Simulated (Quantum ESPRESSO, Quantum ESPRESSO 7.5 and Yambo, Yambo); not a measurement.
# CaMoO4 (I4_1/a): the gap under hydrostatic strain

Does PBEsol give the same change of gap under hydrostatic strain as G0W0? The case is CaMoO4 (I4_1/a).

Program: Quantum ESPRESSO 7.5 and Yambo 5.3.0. Level of theory: PBEsol and many-body steps on it, plane waves. Results are calculated unless marked as measured.

## 1. Starting point

The structure is tetragonal, space group I4_1/a (No. 88). Conventional cell: a = 5.224 Å, b = 5.224 Å, c = 11.428 Å, α = 90.00°, β = 90.00°, γ = 90.00°. Ca has 8 O at 2.44 to 2.47 Å nearest. Nearest to Mo lie 4 O at 1.77 Å. Nearest to O lie 1 Mo at 1.77 Å and 2 Ca at 2.44 to 2.47 Å. Farther neighbours and most contacts between anions are not listed.

The cell and positions come from the Crystallography Open Database and are kept as given unless a step says otherwise.

## 2. Ground state

This step: Quantum ESPRESSO 7.5; DFT, PBEsol, plane waves, norm-conserving pseudopotentials.

The ground-state density comes first.

pw.in

```
&control
  calculation = 'scf'
  prefix = 'x'
  outdir = 'o'
  pseudo_dir = 'pseudo'
/
&system
  ibrav = 0
  nat = 12
  ntyp = 3
  ecutwfc = 72.0
  nbnd = 58
  force_symmorphic = .true.
/
&electrons
  conv_thr = 1e-10
  electron_maxstep = 80
  mixing_beta = 0.5
/
ATOMIC_SPECIES
  Ca 40.078 Ca.upf
  Mo 95.95 Mo.upf
  O 15.999 O.upf
CELL_PARAMETERS angstrom
  -2.6118000000 2.6118000000 5.7142500000
  2.6118000000 -2.6118000000 5.7142500000
  2.6118000000 2.6118000000 -5.7142500000
ATOMIC_POSITIONS crystal
  Ca 0.7500000000 0.2500000000 0.5000000000
  Ca 0.0000000000 0.0000000000 0.0000000000
  Mo 0.2500000000 0.7500000000 0.5000000000
  Mo 0.5000000000 0.5000000000 0.0000000000
  O 0.5777600000 0.9824600000 0.8914200000
  O 0.7324600000 0.3410400000 0.9047000000
  O 0.0910400000 0.6863400000 0.1085800000
  O 0.4363400000 0.8277600000 0.0953000000
  O 0.1722400000 0.2675400000 0.6085800000
  O 0.0175400000 0.9089600000 0.5953000000
  O 0.6589600000 0.5636600000 0.3914200000
  O 0.3136600000 0.4222400000 0.4047000000
K_POINTS automatic
  6 6 6 0 0 0
```

Started as:

```bash
> OMP_NUM_THREADS=1 mpirun -n 8 pw.x -nk 8 -in pw.in > pw.out
```

The program printed:

```text
Program PWSCF v.7.5 starts

     This program is part of the open-source Quantum ESPRESSO suite
     for quantum simulation of materials; please cite
         "P. Giannozzi et al., J. Phys.:Condens. Matter 21 395502 (2009);
         "P. Giannozzi et al., J. Phys.:Condens. Matter 29 465901 (2017);
         "P. Giannozzi et al., J. Chem. Phys. 152 154105 (2020);
     in publications or presentations arising from this work. More details at
     Message from routine setup:
[...]
The total energy is the sum of the following terms:
     one-electron contribution =    -243.37038174 Ry
     hartree contribution      =     166.68522339 Ry
     xc contribution           =    -135.74945892 Ry
     ewald contribution        =    -487.97293425 Ry

     convergence has been achieved in  15 iterations

     XML data file, charge density, pseudopotentials, collected wavefunctions

=------------------------------------------------------------------------------=
   JOB DONE.
=------------------------------------------------------------------------------=
[key lines of the parts left out:]
!    total energy              =    -700.40755151 Ry
```

Wall time 2.8 min (8 MPI ranks of Arm Neoverse V1, shared host); peak memory 1.6 GiB.

This step gave:

* total energy: -9529.5302 eV
* gap: 3.443 eV
* k of the valence top: 0, 0, 0
* k of the conduction bottom: 0, 0, 0
* least direct gap: 3.443 eV

The gap is direct, at Γ.

## 3. Empty states on the mesh, 4×4×4 mesh, 154 bands

The sums over transitions need many empty states on a uniform mesh; this step solves for them.

Edit pw.in of step 2 so:

```diff
@@ -1,3 +1,3 @@
 &control
-  calculation = 'scf'
+  calculation = 'nscf'
   prefix = 'x'
@@ -11,3 +11,3 @@
   ecutwfc = 72.0
-  nbnd = 58
+  nbnd = 154
   force_symmorphic = .true.
@@ -15,5 +15,6 @@
 &electrons
-  conv_thr = 1e-10
+  conv_thr = 1e-9
   electron_maxstep = 80
-  mixing_beta = 0.5
+  diago_full_acc = .true.
+  diago_thr_init = 5e-6
 /
@@ -41,2 +42,2 @@
 K_POINTS automatic
-  6 6 6 0 0 0
+  4 4 4 0 0 0
```

Started as:

```bash
> OMP_NUM_THREADS=1 mpirun -n 8 pw.x -nk 4 -in pw.in > pw.out
```

The program printed:

```text
[banner, memory and clock lines left out]
Program PWSCF v.7.5 starts

     Atomic positions and unit cell read from directory:
     o/x.save/

     Message from routine setup:
     using ibrav=0 with symmetry is DISCOURAGED, use correct ibrav instead

     bravais-lattice index     =            0
     lattice parameter (alat)  =      12.8579  a.u.
     unit-cell volume          =    1052.1936 (a.u.)^3
     number of atoms/cell      =           12
     number of atomic types    =            3
     number of electrons       =        96.00
[...]
k = 0.3256 0.3256 0.0000 ( 10863 PWs)   bands (ev):

[...]
[... 8 further rows ...]
[...]
45.1156  45.6667

          k =-0.6513-0.6513 0.0000 ( 10838 PWs)   bands (ev):

[...]
18.6629  18.6629  19.4175  19.4175  21.9418  21.9418  23.3503  23.3503
     [... 8 further rows ...]
    43.4705  43.4705  43.7995  43.7995  44.1044  44.1044  45.1488  45.1488
    45.3188  45.3189

          k = 0.3256 0.0000 0.1488 ( 10876 PWs)   bands (ev):

     [... further k-points ...]

     highest occupied, lowest unoccupied level (ev):     6.9477   10.3907

     XML data file, pseudopotentials, collected wavefunctions
```

Run time: 69 s. Hardware: 8 MPI ranks; peak memory 1.1 GiB; 9.2 min of CPU time.

This step gave:

- gap: 3.443 eV
- k of the valence top: 0, 0, 0
- k of the conduction bottom: 0, 0, 0
- least direct gap: 3.443 eV
- k points computed: 14
- lowest point of the top converged band, above the valence top: 38.37 eV

On this mesh the gap is 3.443 eV.

## 4. Conversion and set-up

This step: Yambo 5.3.0; conversion and set-up on PBEsol, plane waves, norm-conserving pseudopotentials.

The states are converted to the many-body program's format and the q mesh is built.

Started as:

```bash
> (cd o/x.save; p2y > p2y.log; mv SAVE ../..); yambo > setup.log
```

The program printed:

```text
 Yambo, version 5.3.0

 [02] CORE Variables Setup
 =========================

  [02.01] Unit cells
  ==================

  Cell kind             :  Unknown
  Atoms in the cell     :  Ca  Mo  O
  number of Ca atoms    :  2
  number of Mo atoms    :  2
  number of O  atoms    :   8

  List of atomic masses
  Mass of Ca    :  40.07800
  Mass of Mo    :  95.95000
  Mass of O     :  15.99900

  List of atomic coordinates    : [cc]
  Ca1       :  0.000000  4.935587  5.399184  order 1
  Ca2       :  0.000000  0.000000  0.000000  order 2
[...]
Q [ 1]         [rlu]:  0.000000  0.000000  0.000000
 Q [ 2]         [rlu]: -0.49521E-16 -0.22147E-16  0.25000
 Q [ 3]         [rlu]:  0.99042E-16  0.44294E-16 -0.50000
[...]
Q [ 8]         [rlu]:  0.250000  0.250000  0.250000
 Q [ 9]         [rlu]:  0.250000  0.250000 -0.250000
 Q [10]         [rlu]:  0.250000  0.500000 -0.500000
 Q [11]         [rlu]:  0.250000 -0.250000  0.250000
 Q [12]         [rlu]:  0.250000  0.750000 -0.500000
 Q [13]         [rlu]:  0.500000  0.500000 -0.500000
 Q [14]         [rlu]: -0.15159E-15 -0.25000      0.50000

  [03.01] X indexes
  =================

   [03.01.01] Sigma indexes
   ========================

 [06] Game Over & Game summary
```

It took 4 s on 1 MPI rank; peak memory 0.26 GiB.

## 5. G0W0, strain +0 %

G0W0 replaces the xc potential by the self-energy, built once from these orbitals. Only a window of levels is corrected, while the sums run over the empty bands that the input names.

This step: G0W0 on PBEsol, plane waves, norm-conserving pseudopotentials.

gw1.in

```
HF_and_locXC
gw0
dyson
ppa
em1d
rim_cut
RandQpts= 1000000
RandGvec= 1 RL
EXXRLvcs= 72 Ry
VXCRLvcs= 288 Ry
Chimod= "HARTREE"
% BndsRnXp
 1 | 154 |
%
NGsBlkXp= 6 Ry
% LongDrXp
 1 | 1 | 1 |
%
% GbndRnge
 1 | 154 |
%
DysSolver= "n"
ExtendOut
PPAPntXp= 27.21138 eV
% QPkrange
 1 | 1 | 47 | 50 |
%
```

Started as:

```bash
> OMP_NUM_THREADS=2 mpirun -n 4 yambo -F gw1.in -J gw1 -C gw1 > gw1.log
```

The program printed:

```text
 Yambo, version 5.3.0

 [02] CORE Variables Setup
 =========================

  [... cell, symmetries and grids as in the set-up ...]

  [02.05] Energies & Occupations
  ==============================

  [X] === General ===
  [X] Electronic Temperature                        :  0.000000  0.000000 [eV K]
  [X] Bosonic    Temperature                        :  0.000000  0.000000 [eV K]
  [X] Finite Temperature mode                       : no
  [X] El. density                                   :  0.61570E+24 [cm-3]
  [X] Fermi Level                                   :  6.947731 [eV]

  [X] === Gaps and Widths ===
  [X] Conduction Band Min                           :  3.443001 [eV]
  [X] Valence Band Max                              :  0.000000 [eV]
  [X] Filled Bands                                  :   48
  [X] Empty Bands                                   :   49  154
  [X] Direct Gap                                    :  3.443001 [eV]
  [X] Direct Gap localized at k                     :  1
  [X] Indirect Gap                                  :  3.443001 [eV]
  [X] Indirect Gap between kpts                     :  1  1
  [X] Last valence band width                       :  0.488521 [eV]
  [X] 1st conduction band width                     :  0.373668 [eV]

 [03] Transferred momenta grid and indexing
 ==========================================

 IBZ Q-points                                      :  14
 BZ  Q-points                                      :   64

 K/Q-points units:
 rlu = crystal or reduced units; cc = cartesian coordinates; iku = interal k-units

 Q [ 1]         [rlu]:  0.000000  0.000000  0.000000
 Q [ 2]         [rlu]: -0.49521E-16 -0.22147E-16  0.25000
 Q [ 3]         [rlu]:  0.99042E-16  0.44294E-16 -0.50000
[...]
Q [ 8]         [rlu]:  0.250000  0.250000  0.250000
 Q [ 9]         [rlu]:  0.250000  0.250000 -0.250000
 Q [10]         [rlu]:  0.250000  0.500000 -0.500000
 Q [11]         [rlu]:  0.250000 -0.250000  0.250000
 Q [12]         [rlu]:  0.250000  0.750000 -0.500000
 Q [13]         [rlu]:  0.500000  0.500000 -0.500000
 Q [14]         [rlu]: -0.15159E-15 -0.25000      0.50000

 [04] Coloumb potential Random Integration (RIM)
 ===============================================

  [04.01] RIM initialization
  ==========================

  * Diagonal components only detected *

  8 x (sBL volume)        :  0.029468 [a.u.]
  sBZ random points       :  1000000
  Points outside the sBZ  :   7990811
  RL volume               :  0.235746 [a.u.]
  Integrated volume       :  0.236017 [a.u.]

  [04.02] RIM integrals
  =====================

  Gamma point sphere radius             :  0.056028 [a.u.]
  Points outside the sphere             :   799887
  [Int_sBZ(q=0) 1/q^2]*(Vol_sBZ)^(-1/3) =:  7.713157
                                 should be <:  7.795600

  Summary of Coulomb integrals for non-metallic bands |Q|[au] RIM/Bare

[...]
Bosonic    Temperature                           :  0.000000 [K]
  PPA    diel. fun.  energies                      : Perdew, Burke & Ernzerhof SOL(X)+Perdew, Burke & Ernzerhof SOL(C)
  wavefunctions                                    : Perdew, Burke & Ernzerhof SOL(X)+Perdew, Burke & Ernzerhof SOL(C)
  Global Gauge                                     : length
  X matrix size                                    :  261
  X band range                                     :    1  154
  X e/h energy range                               : -1.000000 -1.000000 [eV]
  X Time ordering                                  : R
  X Hxc Kernel                                     : HARTREE
  X Drude frequency                                :  0.000000  0.000000
  X poles                                          :  100.0000 [o/o]
  RL vectors in the sum                            :  14749
  [r,Vnl] included                                 : yes
  Field direction                                  :  0.577350E-5  0.577350E-5  0.577350E-5
  BZ energy Double Grid                            : no
  BZ energy DbGd points                            : 0
  BZ Q point size factor                           : -1.000000
  X Optical Averaged directions                    : none

 [07] Local Exchange-Correlation + Non-Local Fock
 ================================================

 [VXC] Plane waves :   86791
 [EXS] Plane waves :  10921

 QP @ state[ 1 ] K range:  1  1
 QP @ state[ 1 ] b range:   47   50

 [xc] Functional : Perdew, Burke & Ernzerhof SOL(X)+Perdew, Burke & Ernzerhof SOL(C)
 [xc] LIBXC used to calculate xc functional
  PP Number of Atomic Species                      :  3
  NLCC RL compoments                               :   86791
  PP Number of Atomic Species                      :  3
  NLCC RL compoments                               :   86791

 [xc] E_xc :  -53.33307 [Ha]
      E_xc :  -106.6661 [Ry]

  Local XC kind (lXC) : Perdew, Burke & Ernzerhof SOL(X)+Perdew, Burke & Ernzerhof SOL(C)
  Non-Local XC kind (nlXC) : Hartree-Fock

  Corrections @ K [1] :  [eV]
 <47|nlXC|47> = -24.80050  0.37926E-17 <47|lXC|47> = -19.77610 -0.37763E-15
 <48|nlXC|48> = -24.80049 -0.10559E-16 <48|lXC|48> = -19.77611 -0.75527E-15
 <49|nlXC|49> = -12.61806 -0.29794E-18 <49|lXC|49> = -18.20431 -0.37764E-15
 <50|nlXC|50> = -13.09369  0.13904E-17 <50|lXC|50> = -18.61741 -0.37905E-21

 [08] Dyson equation: Newton solver
 ==================================

  [08.01] G0W0 (W PPA)
  ====================

  [  GW  ] Bands range     :    1  154
  [GW/PPA] G damping       :  0.100000 [eV]

  QP @ state[ 1 ] K range:  1  1
  QP @ state[ 1 ] b range:   47   50

   Sc/G bands                                       :    1  154
   Sc/G damping                                     :  0.100000 ev
   Sc bands terminator                              : no
   Sx RL components                                 :  10921

   QP @ state[ 1 ] K range                          :  1  1
   QP @ state[ 1 ] b range                          :   47   50
   GF energies kind                                 : Perdew, Burke & Ernzerhof SOL(X)+Perdew, Burke & Ernzerhof SOL(C)
   GF WF`s kind                                     : Perdew, Burke & Ernzerhof SOL(X)+Perdew, Burke & Ernzerhof SOL(C)
   Xs energies kind                                 : Perdew, Burke & Ernzerhof SOL(X)+Perdew, Burke & Ernzerhof SOL(C)
   Xs WF`s kind                                     : Perdew, Burke & Ernzerhof SOL(X)+Perdew, Burke & Ernzerhof SOL(C)

 [11] Game Over & Game summary
```

Wall time 15 min (4 MPI ranks); peak memory 10 GiB; 1.9 h of CPU time.

Numbers from this step:

| Quantity | Value |
| --- | --- |
| G0W0 gap on the points computed | 5.754 eV |
| starting gap on the mesh | 3.443 eV |
| k of the valence top | 0, 0, 0 |
| k of the conduction bottom | 0, 0, 0 |
| least direct G0W0 gap on the computed points | 5.754 eV |
| Z at the valence top | 0.7806 |
| Z at the conduction bottom | 0.8187 |

The gap on the mesh goes from 3.44 eV to 5.75 eV, a correction of +2.31 eV.

## 6. G0W0, strain -1 %

The cell differs from the one that the last finished run ended in (a 6.804 → 6.736 Å, b 6.804 → 6.736 Å, c 6.804 → 6.736 Å).

gw2.in

```
HF_and_locXC
gw0
dyson
ppa
em1d
rim_cut
RandQpts= 1000000
RandGvec= 1 RL
EXXRLvcs= 72 Ry
VXCRLvcs= 288 Ry
Chimod= "HARTREE"
% BndsRnXp
 1 | 154 |
%
NGsBlkXp= 261 RL
% LongDrXp
 1 | 1 | 1 |
%
% GbndRnge
 1 | 154 |
%
DysSolver= "n"
ExtendOut
PPAPntXp= 27.21138 eV
% QPkrange
 1 | 1 | 47 | 50 |
%
```

Started as:

```bash
> OMP_NUM_THREADS=2 mpirun -n 4 yambo -F gw2.in -J gw2 -C gw2 > gw2.log
```

The program printed:

```text
 Yambo, version 5.3.0

 [02] CORE Variables Setup
 =========================

  [... cell, symmetries and grids as in the set-up ...]

  [02.05] Energies & Occupations
  ==============================

  [X] === General ===
  [X] Electronic Temperature                        :  0.000000  0.000000 [eV K]
  [X] Bosonic    Temperature                        :  0.000000  0.000000 [eV K]
  [X] Finite Temperature mode                       : no
  [X] El. density                                   :  0.63455E+24 [cm-3]
[...]
Sx RL components                                 :  10593

   QP @ state[ 1 ] K range                          :  1  1
   QP @ state[ 1 ] b range                          :   47   50
   GF energies kind                                 : Perdew, Burke & Ernzerhof SOL(X)+Perdew, Burke & Ernzerhof SOL(C)
   GF WF`s kind                                     : Perdew, Burke & Ernzerhof SOL(X)+Perdew, Burke & Ernzerhof SOL(C)
   Xs energies kind                                 : Perdew, Burke & Ernzerhof SOL(X)+Perdew, Burke & Ernzerhof SOL(C)
   Xs WF`s kind                                     : Perdew, Burke & Ernzerhof SOL(X)+Perdew, Burke & Ernzerhof SOL(C)

 [11] Game Over & Game summary
```

Wall time 16 min (4 MPI ranks); peak memory 10 GiB.

This step gave:

| Property | Result |
| --- | --- |
| G0W0 gap on the points computed | 5.909 eV |
| starting gap on the mesh | 3.579 eV |
| k of the valence top | 0, 0, 0 |
| k of the conduction bottom | 0, 0, 0 |
| least direct G0W0 gap on the computed points | 5.909 eV |

The gap on the mesh goes from 3.58 eV to 5.91 eV, a correction of +2.33 eV.

Ground state, empty states and screening of this cell were made anew, as for the first cell; those steps are not shown. 

## 7. G0W0, strain +1 %

The cell differs from the one that the last finished run ended in (a 6.736 → 6.872 Å, b 6.736 → 6.872 Å, c 6.736 → 6.872 Å).

gw3.in

```
HF_and_locXC
gw0
dyson
ppa
em1d
rim_cut
RandQpts= 1000000
RandGvec= 1 RL
EXXRLvcs= 72 Ry
VXCRLvcs= 288 Ry
Chimod= "HARTREE"
% BndsRnXp
 1 | 154 |
%
NGsBlkXp= 261 RL
% LongDrXp
 1 | 1 | 1 |
%
% GbndRnge
 1 | 154 |
%
DysSolver= "n"
ExtendOut
PPAPntXp= 27.21138 eV
% QPkrange
 1 | 1 | 47 | 50 |
%
```

Started as:

```bash
> OMP_NUM_THREADS=2 mpirun -n 4 yambo -F gw3.in -J gw3 -C gw3 > gw3.log
```

The program printed:

```text
 Yambo, version 5.3.0

 [02] CORE Variables Setup
 =========================

  [... cell, symmetries and grids as in the set-up ...]

  [02.05] Energies & Occupations
  ==============================

  [X] === General ===
  [X] Electronic Temperature                        :  0.000000  0.000000 [eV K]
  [X] Bosonic    Temperature                        :  0.000000  0.000000 [eV K]
  [X] Finite Temperature mode                       : no
  [X] El. density                                   :  0.59760E+24 [cm-3]
[...]
Sx RL components                                 :  11209

   QP @ state[ 1 ] K range                          :  1  1
   QP @ state[ 1 ] b range                          :   47   50
   GF energies kind                                 : Perdew, Burke & Ernzerhof SOL(X)+Perdew, Burke & Ernzerhof SOL(C)
   GF WF`s kind                                     : Perdew, Burke & Ernzerhof SOL(X)+Perdew, Burke & Ernzerhof SOL(C)
   Xs energies kind                                 : Perdew, Burke & Ernzerhof SOL(X)+Perdew, Burke & Ernzerhof SOL(C)
   Xs WF`s kind                                     : Perdew, Burke & Ernzerhof SOL(X)+Perdew, Burke & Ernzerhof SOL(C)

 [11] Game Over & Game summary
```

Run time: 16 min. Hardware: 4 MPI ranks; peak memory 11 GiB; 2 h of CPU time.

Numbers from this step:

```
G0W0 gap on the points computed              : 5.603 eV
starting gap on the mesh                     : 3.311 eV
k of the valence top                         : 0, 0, 0
k of the conduction bottom                   : 0, 0, 0
least direct G0W0 gap on the computed points : 5.603 eV
```

The gap on the mesh goes from 3.31 eV to 5.60 eV, a correction of +2.29 eV.

Again on this cell's own states.

## 8. The series

One mesh (4×4×4), Godby-Needs plasmon pole, 154 bands in every cell; hydrostatic strain per length. Fractional positions are the same in all cells, though this structure has free coordinates, so these are clamped-ion slopes.

```tsv
strain (%)	PBEsol gap (eV)	G0W0 gap (eV)	least direct G0W0 gap (eV)	G0W0 edges
-1	3.579	5.909	5.909	Γ to Γ
+0	3.443	5.754	5.754	Γ to Γ
+1	3.311	5.603	5.603	Γ to Γ
```

## 9. Results

```yaml
slope_under_compression: −136 (PBEsol) and −155 (G0W0) meV per %
slope_under_tension: −132 (PBEsol) and −151 (G0W0) meV per %
ions: clamped: fractional positions held
gw_settings_unstrained_cell: 4×4×4 mesh, 154 bands
known_limits: not at the basis limit; no spin-orbit coupling
```

What this shows: On the side of compression the slopes of gap against strain are −136 (PBEsol) and −155 (G0W0) meV per %. On the side of tension the slopes of gap against strain are −132 (PBEsol) and −151 (G0W0) meV per %. One line through all points gives volume deformation potentials of -4.46 eV (PBEsol) and -5.11 eV (G0W0). Gaps are read on the mesh, so a valley between its points is missed. Bands and cutoff are finite, so the gap is not at the basis limit. The miss can reach some tenths of an eV and take either sign; the mesh is an error of its own. In the G0W0 run levels were corrected at 1 k point alone, so a gap called «on the mesh» is the least over those, and an edge elsewhere would be missed. The many-body steps are scalar-relativistic: spin-orbit coupling is not in them.

[Paths, hosts, dates, memory and timing lines, banners, echoed tables and standing remarks are left out of the program output.]

[Logs are printed without paths, hosts, clocks, repeated set-up lines and the standing remarks that a program may print on its own settings, such as how far it seeks lower states.]

[Runs of the session that timed out or met a known fault of the program may be left out.]

[Hosts, paths, dates, database ids (printed as entryN), source tags and the programs' standing remarks are cut or masked in the printed files.]
